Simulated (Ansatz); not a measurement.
# Be (P6_3/mmc, 2 atoms in the cell): converging a phonon calculation, part 2 of 2

Wanted: convergence of the phonons of Be (P6_3/mmc, 2 atoms in the cell) against cost.

Ansatz 0.2.0; DFT PBEsol, scalar-relativistic, plane waves, PAW.

So far, highest frequency on the path or at a solved wavevector (cm⁻¹): step 3 (the dispersion) 702; step 5 (q mesh 3×3×2) 702. The relaxed cell has a = 2.257, c = 3.553 Å (conventional setting).

## (7) Another k mesh, k-mesh 12×12×6, q mesh 2×2×2

The k mesh is changed to 12×12×6 on a small fixed q mesh, to find the coarsest that serves.

Input file input.yaml:

```yaml
crystal:
  lattice:
    - [2.2570630982, 0.0, 0.0]
    - [-1.1285315491, 1.954673981, 0.0]
    - [0.0, 0.0, 3.5530460613]
  atoms:
    - { symbol: Be, position: [0.3333333333, 0.6666666667, 0.25] }
    - { symbol: Be, position: [0.6666666667, 0.3333333333, 0.75] }
kpoints:
  mp_grid: { grid: [12, 12, 6] }
hamiltonian:
  xc: pbesol
scf:
  occupations: { method: methfessel_paxton, width: 0.2 }
output:
  eigenvalues: true
phonons:
  method: dfpt
  qmesh: [2, 2, 2]
  temperatures: { t_max: 1000, t_step: 50 }
  qpath:
    path:
      - [[0.0, 0.0, 0.0], [0.5, 0.0, 0.0], [0.33333333, 0.33333333, 0.0], [0.0, 0.0, 0.0], [0.0, 0.0, 0.5], [0.5, 0.0, 0.5], [0.33333333, 0.33333333, 0.5], [0.0, 0.0, 0.5]]
      - [[0.5, 0.0, 0.5], [0.5, 0.0, 0.0]]
      - [[0.33333333, 0.33333333, 0.5], [0.33333333, 0.33333333, 0.0]]
    npoints: 10
```

Launch:

```bash
> ansatz run input.yaml --threads 4 --pin off --max-ram 7168MiB --backend cpu --events-out ev --progress --plain --runs-dir out
```

Numbers of over 12 decimals in the logs are rounded to 6 here.

The log of the run:

```text
[...]
Crystal: 2 atoms, lattice volume = 15.675 Å³
Basis set: ecut = 420 eV, 311 PW (Γ), exchange–correlation on 32×32×48 points (8 copies of the dense FFT grid, shifted against one another)
Bands: 6, of which v1, the nominal top of the filled ones, is band 2 counted from 1 (1 counted from 0)
Symmetry: 24 space group operations
k-points: 76 of 864
[...]
SCF iter   1: F=—  HF=-180.704277 eV  |F-HF|=—  |Δ(HF+E_count)|=         —  Δρ=1.83e-3  dr2=4.09e-4  ethr=1.77e-3  ⟨swp⟩=5.2  Hψ=3831  notcnv=0
[...]
SCF iter   6: F=-180.704119 eV  HF=-180.704119 eV  |F-HF|=2.84e-14  |Δ(HF+E_count)|=  1.61e-11  S|Δr|=    0.00e0  Δρ=2.42e-8  dr2=2.23e-14  ethr=1.00e-12  ⟨swp⟩=4.1  Hψ=1170  notcnv=0
SCF 1 converged in 6 iterations: F = -180.704119 eV  dr2 = 2.23e-14
[...]
SCF converged after 6 iterations
[...]
Free energy (F): -180.704119 eV
[...]
Internal energy: -180.703195 eV  (E = F + TS)
E sigma→0 (E₀):  -180.703888 eV
Entropy (-TS):   -0.000924 eV (-0.462 meV/atom)
Fermi energy:    8.587448 eV
[...]
--- Band table (eV; the first three rows and the last of 76) ---
[...]
ASR residual: 1.855e-4 → 0.000e0 eV/Å²; symmetrization residual: 2.226e-14 eV/Å²
  ASR residual per site (eV/Å²): 1.86e-4 1.86e-4
  Γ frequencies (cm⁻¹): 0.00 0.00 0.00 471.98 471.98 674.83
--- Phonons (arbitrary-q DFPT): 4 irreducible q on the 2×2×2 mesh ---
[...]
interpolated dispersion: 93 rows × 6 modes
[...]
```

It took 2.9 s on 4 threads of Arm Neoverse V1, shared host; peak memory 0.36 GiB.

The run finished; it serves as a test, and its numbers are not taken as the result.

## (8) Another k mesh, k-mesh 18×18×8, q mesh 2×2×2

The k mesh is changed to 18×18×8 on a small fixed q mesh, to find the coarsest that serves.

input.yaml: that of step 7 with these lines changed.

```diff
@@ -9,3 +9,3 @@
 kpoints:
-  mp_grid: { grid: [12, 12, 6] }
+  mp_grid: { grid: [18, 18, 8] }
 hamiltonian:
```

The log of the run:

```text
[...]
Crystal: 2 atoms, lattice volume = 15.675 Å³
Basis set: ecut = 420 eV, 311 PW (Γ), exchange–correlation on 32×32×48 points (8 copies of the dense FFT grid, shifted against one another)
Bands: 6, of which v1, the nominal top of the filled ones, is band 2 counted from 1 (1 counted from 0)
Symmetry: 24 space group operations
k-points: 185 of 2592
[...]
Entropy (-TS):   -0.000245 eV (-0.123 meV/atom)
Fermi energy:    8.354764 eV
[...]
--- Band table (eV; the first three rows and the last of 185) ---
[...]
ASR residual: 1.850e-4 → 0.000e0 eV/Å²; symmetrization residual: 2.187e-14 eV/Å²
  ASR residual per site (eV/Å²): 1.85e-4 1.85e-4
  Γ frequencies (cm⁻¹): 0.00 0.00 0.00 469.62 469.62 702.24
--- Phonons (arbitrary-q DFPT): 4 irreducible q on the 2×2×2 mesh ---
[...]
interpolated dispersion: 93 rows × 6 modes
[...]
[key lines of the parts left out:]
SCF converged after 6 iterations
Free energy (F): -180.695728 eV
```

The job ended after 6.6 s (4 threads; peak memory 0.41 GiB).

The highest optical mode at the zone centre (no LO-TO term) is 702.2 cm⁻¹, +0.5 cm⁻¹ against the base run.

## (9) Another k mesh, q mesh 2×2×2

The k mesh is changed to 24×24×12 on a small fixed q mesh, to find the coarsest that serves.

input.yaml: that of step 8 with these lines changed.

```diff
@@ -9,3 +9,3 @@
 kpoints:
-  mp_grid: { grid: [18, 18, 8] }
+  mp_grid: { grid: [24, 24, 12] }
 hamiltonian:
```

The log of the run:

```text
[...]
Crystal: 2 atoms, lattice volume = 15.675 Å³
Basis set: ecut = 420 eV, 311 PW (Γ), exchange–correlation on 32×32×48 points (8 copies of the dense FFT grid, shifted against one another)
Bands: 6, of which v1, the nominal top of the filled ones, is band 2 counted from 1 (1 counted from 0)
Symmetry: 24 space group operations
k-points: 427 of 6912
[...]
Entropy (-TS):   -0.000486 eV (-0.243 meV/atom)
Fermi energy:    8.150340 eV
[...]
--- Band table (eV; the first three rows and the last of 427) ---
[...]
ASR residual: 1.875e-4 → 0.000e0 eV/Å²; symmetrization residual: 2.184e-14 eV/Å²
  ASR residual per site (eV/Å²): 1.87e-4 1.87e-4
  Γ frequencies (cm⁻¹): 0.00 0.00 0.00 465.88 465.88 701.76
--- Phonons (arbitrary-q DFPT): 4 irreducible q on the 2×2×2 mesh ---
[...]
interpolated dispersion: 93 rows × 6 modes
[...]
[key lines of the parts left out:]
SCF converged after 6 iterations
Free energy (F): -180.698486 eV
```

It took 15 s on 4 threads; peak memory 0.54 GiB; 55 s of CPU time.

The highest optical mode at the zone centre (no LO-TO term) is 701.8 cm⁻¹, +0.0 cm⁻¹ against the base run.

## (10) Another k mesh, k-mesh 36×36×18, q mesh 2×2×2

The k mesh is changed to 36×36×18 on a small fixed q mesh, to find the coarsest that serves.

input.yaml: that of step 9 with these lines changed.

```diff
@@ -9,3 +9,3 @@
 kpoints:
-  mp_grid: { grid: [24, 24, 12] }
+  mp_grid: { grid: [36, 36, 18] }
 hamiltonian:
```

The log of the run:

```text
[...]
Crystal: 2 atoms, lattice volume = 15.675 Å³
Basis set: ecut = 420 eV, 311 PW (Γ), exchange–correlation on 32×32×48 points (8 copies of the dense FFT grid, shifted against one another)
Bands: 6, of which v1, the nominal top of the filled ones, is band 2 counted from 1 (1 counted from 0)
Symmetry: 24 space group operations
k-points: 1270 of 23328
[...]
Entropy (-TS):   0.000213 eV (0.107 meV/atom)
Fermi energy:    8.264444 eV
[...]
--- Band table (eV; the first three rows and the last of 1270) ---
[...]
ASR residual: 1.865e-4 → 0.000e0 eV/Å²; symmetrization residual: 2.185e-14 eV/Å²
  ASR residual per site (eV/Å²): 1.86e-4 1.86e-4
  Γ frequencies (cm⁻¹): 0.00 0.00 0.00 472.22 472.22 701.82
--- Phonons (arbitrary-q DFPT): 4 irreducible q on the 2×2×2 mesh ---
[...]
interpolated dispersion: 93 rows × 6 modes
[...]
[key lines of the parts left out:]
SCF converged after 6 iterations
Free energy (F): -180.701160 eV
```

It took 46 s on 4 threads; peak memory 1.1 GiB; 2.8 min of CPU time.

The highest optical mode at the zone centre (no LO-TO term) is 701.8 cm⁻¹, +0.1 cm⁻¹ against the base run.

## (11) Side by side

Times are for 4 threads of Arm Neoverse V1, shared host. The runs compared:

| no. | k-mesh | lowest mode on the q mesh (acoustic modes at Γ apart) (cm⁻¹) | time | memory (GiB) |
| --- | --- | --- | --- | --- |
| 1 | 18×18×8 | 359.9 | 6.6 s | 0.41 |
| 2 | 24×24×12 | 362.0 | 15 s | 0.54 |
| 3 | 36×36×18 | 363.8 | 46 s | 1.1 |

## (12) Another cutoff, cutoff 170 eV, q mesh 2×2×2

The cutoff is set to 170 eV on a small fixed q mesh.

input.yaml: that of step 10 with these lines changed.

```diff
@@ -9,3 +9,3 @@
 kpoints:
-  mp_grid: { grid: [36, 36, 18] }
+  mp_grid: { grid: [24, 24, 12] }
 hamiltonian:
@@ -26 +26,3 @@
     npoints: 10
+basis:
+  ecutwfc: 170
```

The log of the run:

```text
Warning: basis.ecutwfc = 170 eV is below the records' recommended 420 eV, and the density's cutoff is lower with it unless basis.ecutrho_ratio is high enough to keep the records' density cutoff: compare with a run at a higher cutoff
[...]
Crystal: 2 atoms, lattice volume = 15.675 Å³
Basis set: ecut = 170 eV, 97 PW (Γ), exchange–correlation on 20×20×32 points (8 copies of the dense FFT grid, shifted against one another)
Bands: 6, of which v1, the nominal top of the filled ones, is band 2 counted from 1 (1 counted from 0)
Symmetry: 24 space group operations
k-points: 427 of 6912
[...]
SCF iter   1: F=—  HF=-180.439917 eV  |F-HF|=—  |Δ(HF+E_count)|=         —  Δρ=5.32e-3  dr2=1.67e-3  ethr=1.77e-3  ⟨swp⟩=4.5  Hψ=20734  notcnv=0
[...]
SCF iter   6: F=-180.439820 eV  HF=-180.439820 eV  |F-HF|=5.68e-14  |Δ(HF+E_count)|=  5.09e-12  S|Δr|=    0.00e0  Δρ=2.00e-8  dr2=2.91e-14  ethr=1.00e-12  ⟨swp⟩=3.8  Hψ=6194  notcnv=0
SCF 1 converged in 6 iterations: F = -180.439820 eV  dr2 = 2.91e-14
[...]
SCF converged after 6 iterations
[...]
Free energy (F): -180.439820 eV
[...]
Internal energy: -180.439296 eV  (E = F + TS)
E sigma→0 (E₀):  -180.439689 eV
Entropy (-TS):   -0.000524 eV (-0.262 meV/atom)
Fermi energy:    8.223724 eV
[...]
--- Band table (eV; the first three rows and the last of 427) ---
[...]
ASR residual: 7.528e-3 → 0.000e0 eV/Å²; symmetrization residual: 2.149e-14 eV/Å²
  ASR residual per site (eV/Å²): 7.53e-3 7.53e-3
  Γ frequencies (cm⁻¹): 0.00 0.00 0.00 477.71 477.71 733.30
--- Phonons (arbitrary-q DFPT): 4 irreducible q on the 2×2×2 mesh ---
[...]
interpolated dispersion: 93 rows × 6 modes
[...]
```

It took 7.1 s on 4 threads; peak memory 0.44 GiB.

The run finished; it serves as a test, and its numbers are not taken as the result.

## (13) Another cutoff, cutoff 230 eV, q mesh 2×2×2

The cutoff is set to 230 eV on a small fixed q mesh.

input.yaml: that of step 12 with these lines changed.

```diff
@@ -27,2 +27,2 @@
 basis:
-  ecutwfc: 170
+  ecutwfc: 230
```

The log of the run:

```text
[...]
Crystal: 2 atoms, lattice volume = 15.675 Å³
Basis set: ecut = 230 eV, 123 PW (Γ), exchange–correlation on 24×24×36 points (8 copies of the dense FFT grid, shifted against one another)
Bands: 6, of which v1, the nominal top of the filled ones, is band 2 counted from 1 (1 counted from 0)
Symmetry: 24 space group operations
k-points: 427 of 6912
[...]
SCF iter   1: F=—  HF=-180.615733 eV  |F-HF|=—  |Δ(HF+E_count)|=         —  Δρ=2.99e-3  dr2=5.70e-4  ethr=1.77e-3  ⟨swp⟩=4.9  Hψ=21133  notcnv=0
[...]
SCF iter   5: F=-180.615692 eV  HF=-180.615692 eV  |F-HF|=3.41e-13  |Δ(HF+E_count)|=  3.27e-10  S|Δr|=    0.00e0  Δρ=2.21e-7  dr2=3.29e-12  ethr=1.00e-12  ⟨swp⟩=3.9  Hψ=8813  notcnv=0
SCF 1 converged in 5 iterations: F = -180.615692 eV  dr2 = 3.29e-12
[...]
SCF converged after 5 iterations
[...]
Free energy (F): -180.615692 eV
[...]
Internal energy: -180.615205 eV  (E = F + TS)
E sigma→0 (E₀):  -180.615570 eV
Entropy (-TS):   -0.000487 eV (-0.243 meV/atom)
Fermi energy:    8.167338 eV
[...]
--- Band table (eV; the first three rows and the last of 427) ---
[...]
ASR residual: 2.273e-3 → 0.000e0 eV/Å²; symmetrization residual: 2.208e-14 eV/Å²
  ASR residual per site (eV/Å²): 2.27e-3 2.27e-3
  Γ frequencies (cm⁻¹): 0.00 0.00 0.00 462.25 462.25 690.93
--- Phonons (arbitrary-q DFPT): 4 irreducible q on the 2×2×2 mesh ---
[...]
interpolated dispersion: 93 rows × 6 modes
[...]
```

It took 8.8 s on 4 threads; peak memory 0.46 GiB.

The run finished; it serves as a test, and its numbers are not taken as the result.

## (14) Another cutoff, cutoff 290 eV, q mesh 2×2×2

The cutoff is set to 290 eV on a small fixed q mesh.

input.yaml: that of step 13 with these lines changed.

```diff
@@ -27,2 +27,2 @@
 basis:
-  ecutwfc: 230
+  ecutwfc: 290
```

The log of the run:

```text
[...]
Crystal: 2 atoms, lattice volume = 15.675 Å³
Basis set: ecut = 290 eV, 183 PW (Γ), exchange–correlation on 30×30×40 points (8 copies of the dense FFT grid, shifted against one another)
Bands: 6, of which v1, the nominal top of the filled ones, is band 2 counted from 1 (1 counted from 0)
Symmetry: 24 space group operations
k-points: 427 of 6912
[...]
SCF iter   1: F=—  HF=-180.684485 eV  |F-HF|=—  |Δ(HF+E_count)|=         —  Δρ=1.68e-3  dr2=3.01e-4  ethr=1.77e-3  ⟨swp⟩=5.2  Hψ=21352  notcnv=0
[...]
SCF iter   5: F=-180.684362 eV  HF=-180.684362 eV  |F-HF|=2.53e-12  |Δ(HF+E_count)|=   1.15e-9  S|Δr|=    0.00e0  Δρ=2.67e-7  dr2=7.97e-12  ethr=1.00e-12  ⟨swp⟩=4.0  Hψ=8999  notcnv=0
SCF 1 converged in 5 iterations: F = -180.684362 eV  dr2 = 7.97e-12
[...]
SCF converged after 5 iterations
[...]
Free energy (F): -180.684362 eV
[...]
Internal energy: -180.683879 eV  (E = F + TS)
E sigma→0 (E₀):  -180.684241 eV
Entropy (-TS):   -0.000483 eV (-0.242 meV/atom)
Fermi energy:    8.152820 eV
[...]
--- Band table (eV; the first three rows and the last of 427) ---
[...]
ASR residual: 8.651e-4 → 0.000e0 eV/Å²; symmetrization residual: 2.181e-14 eV/Å²
  ASR residual per site (eV/Å²): 8.65e-4 8.65e-4
  Γ frequencies (cm⁻¹): 0.00 0.00 0.00 466.32 466.32 704.03
--- Phonons (arbitrary-q DFPT): 4 irreducible q on the 2×2×2 mesh ---
[...]
interpolated dispersion: 93 rows × 6 modes
[...]
```

It took 11 s on 4 threads; peak memory 0.46 GiB; 40 s of CPU time.

The run finished; it serves as a test, and its numbers are not taken as the result.

## (15) Another cutoff, cutoff 360 eV, q mesh 2×2×2

The cutoff is set to 360 eV on a small fixed q mesh.

input.yaml: that of step 14 with these lines changed.

```diff
@@ -27,2 +27,2 @@
 basis:
-  ecutwfc: 290
+  ecutwfc: 360
```

The log of the run:

```text
[...]
Crystal: 2 atoms, lattice volume = 15.675 Å³
Basis set: ecut = 360 eV, 251 PW (Γ), exchange–correlation on 30×30×48 points (8 copies of the dense FFT grid, shifted against one another)
Bands: 6, of which v1, the nominal top of the filled ones, is band 2 counted from 1 (1 counted from 0)
Symmetry: 24 space group operations
k-points: 427 of 6912
[...]
Entropy (-TS):   -0.000486 eV (-0.243 meV/atom)
Fermi energy:    8.150628 eV
[...]
--- Band table (eV; the first three rows and the last of 427) ---
[...]
ASR residual: 1.319e-4 → 0.000e0 eV/Å²; symmetrization residual: 2.187e-14 eV/Å²
  ASR residual per site (eV/Å²): 1.32e-4 1.32e-4
  Γ frequencies (cm⁻¹): 0.00 0.00 0.00 465.96 465.96 702.14
--- Phonons (arbitrary-q DFPT): 4 irreducible q on the 2×2×2 mesh ---
[...]
interpolated dispersion: 93 rows × 6 modes
[...]
[key lines of the parts left out:]
SCF converged after 6 iterations
Free energy (F): -180.696963 eV
```

Elapsed: 14 s, on 4 threads; peak memory 0.5 GiB; 50 s of CPU time.

The highest optical mode at the zone centre (no LO-TO term) is 702.1 cm⁻¹, +0.4 cm⁻¹ against the base run.

## (16) Another cutoff, cutoff 550 eV, q mesh 2×2×2

The cutoff is set to 550 eV on a small fixed q mesh.

input.yaml: that of step 15 with these lines changed.

```diff
@@ -27,2 +27,2 @@
 basis:
-  ecutwfc: 360
+  ecutwfc: 550
```

The log of the run:

```text
[...]
Crystal: 2 atoms, lattice volume = 15.675 Å³
Basis set: ecut = 550 eV, 463 PW (Γ), exchange–correlation on 36×36×60 points (8 copies of the dense FFT grid, shifted against one another)
Bands: 6, of which v1, the nominal top of the filled ones, is band 2 counted from 1 (1 counted from 0)
Symmetry: 24 space group operations
k-points: 427 of 6912
[...]
Entropy (-TS):   -0.000486 eV (-0.243 meV/atom)
Fermi energy:    8.150301 eV
[...]
--- Band table (eV; the first three rows and the last of 427) ---
[...]
ASR residual: 4.869e-6 → 0.000e0 eV/Å²; symmetrization residual: 2.186e-14 eV/Å²
  ASR residual per site (eV/Å²): 4.87e-6 4.87e-6
  Γ frequencies (cm⁻¹): 0.00 0.00 0.00 465.88 465.88 701.78
--- Phonons (arbitrary-q DFPT): 4 irreducible q on the 2×2×2 mesh ---
[...]
interpolated dispersion: 93 rows × 6 modes
[...]
[key lines of the parts left out:]
SCF converged after 6 iterations
Free energy (F): -180.698695 eV
```

Run time: 21 s. Hardware: 4 threads; peak memory 0.62 GiB; 77 s of CPU time.

Frequencies (cm⁻¹) solved at each irreducible wavevector; negative means imaginary. Frequencies by wavevector, by row:

| q in reciprocal lattice units | star | mode 1 | mode 2 | mode 3 | mode 4 | mode 5 | mode 6 |
| --- | --- | --- | --- | --- | --- | --- | --- |
| 0 0 0 | 1 | 0 | 0 | 0 | 465.9 | 465.9 | 701.8 |
| 0 0 -0.5 | 1 | 362 | 362 | 362 | 362 | 507.5 | 507.5 |
| 0 -0.5 0 | 3 | 406.9 | 433.1 | 582.9 | 589.2 | 605.5 | 614.5 |
| 0 -0.5 -0.5 | 3 | 497.4 | 497.4 | 521.2 | 521.2 | 661.2 | 661.2 |

The highest optical mode at the zone centre (no LO-TO term) is 701.8 cm⁻¹, +0.0 cm⁻¹ against the base run.

## (17) What came out

```
mean frequency, q mesh 3×3×2                                             : 505 cm⁻¹
highest optical mode at the zone centre (no LO-TO term), k-mesh 8×8×4    : 722 cm⁻¹
highest optical mode at the zone centre (no LO-TO term), k-mesh 12×12×6  : 675 cm⁻¹
highest optical mode at the zone centre (no LO-TO term), k-mesh 18×18×8  : 702 cm⁻¹
highest optical mode at the zone centre (no LO-TO term), k-mesh 24×24×12 : 702 cm⁻¹
highest optical mode at the zone centre (no LO-TO term), k-mesh 36×36×18 : 702 cm⁻¹
highest optical mode at the zone centre (no LO-TO term), cutoff 170 eV   : 733 cm⁻¹
highest optical mode at the zone centre (no LO-TO term), cutoff 230 eV   : 691 cm⁻¹
highest optical mode at the zone centre (no LO-TO term), cutoff 290 eV   : 704 cm⁻¹
highest optical mode at the zone centre (no LO-TO term), cutoff 360 eV   : 702 cm⁻¹
highest optical mode at the zone centre (no LO-TO term), cutoff 550 eV   : 702 cm⁻¹
```

What this shows: Over the whole k mesh series, coarse runs included, the lowest mode on the q mesh (acoustic modes at Γ apart) runs from 356.5 to 365.8 cm⁻¹; from 24×24×12 on all solved modes stay within 6.3 cm⁻¹ of the finest run (36×36×18), against a tolerance of 7.0. Over the whole cutoff series, coarse runs included, the lowest mode on the q mesh (acoustic modes at Γ apart) runs from 359.7 to 370.0 cm⁻¹; from 290 eV on all solved modes stay within 3.5 cm⁻¹ of the finest run (550 eV), against a tolerance of 7.0. All runs share the cell relaxed at the base settings, which is not exactly at rest under another k mesh or cutoff. With no gap, or one that is small against the smearing, the frequencies hang on the k mesh and the smearing, most of all near Kohn anomalies. These are harmonic frequencies at zero temperature: anharmonic shifts, linewidths and thermal expansion are left out.

[Logs are printed without paths, hosts, clocks, repeated set-up lines and the standing remarks that a program may print on its own settings, such as how far it seeks lower states.]

[Hosts, paths, dates, database ids (printed as entryN), source tags and the programs' standing remarks are cut or masked in the printed files.]
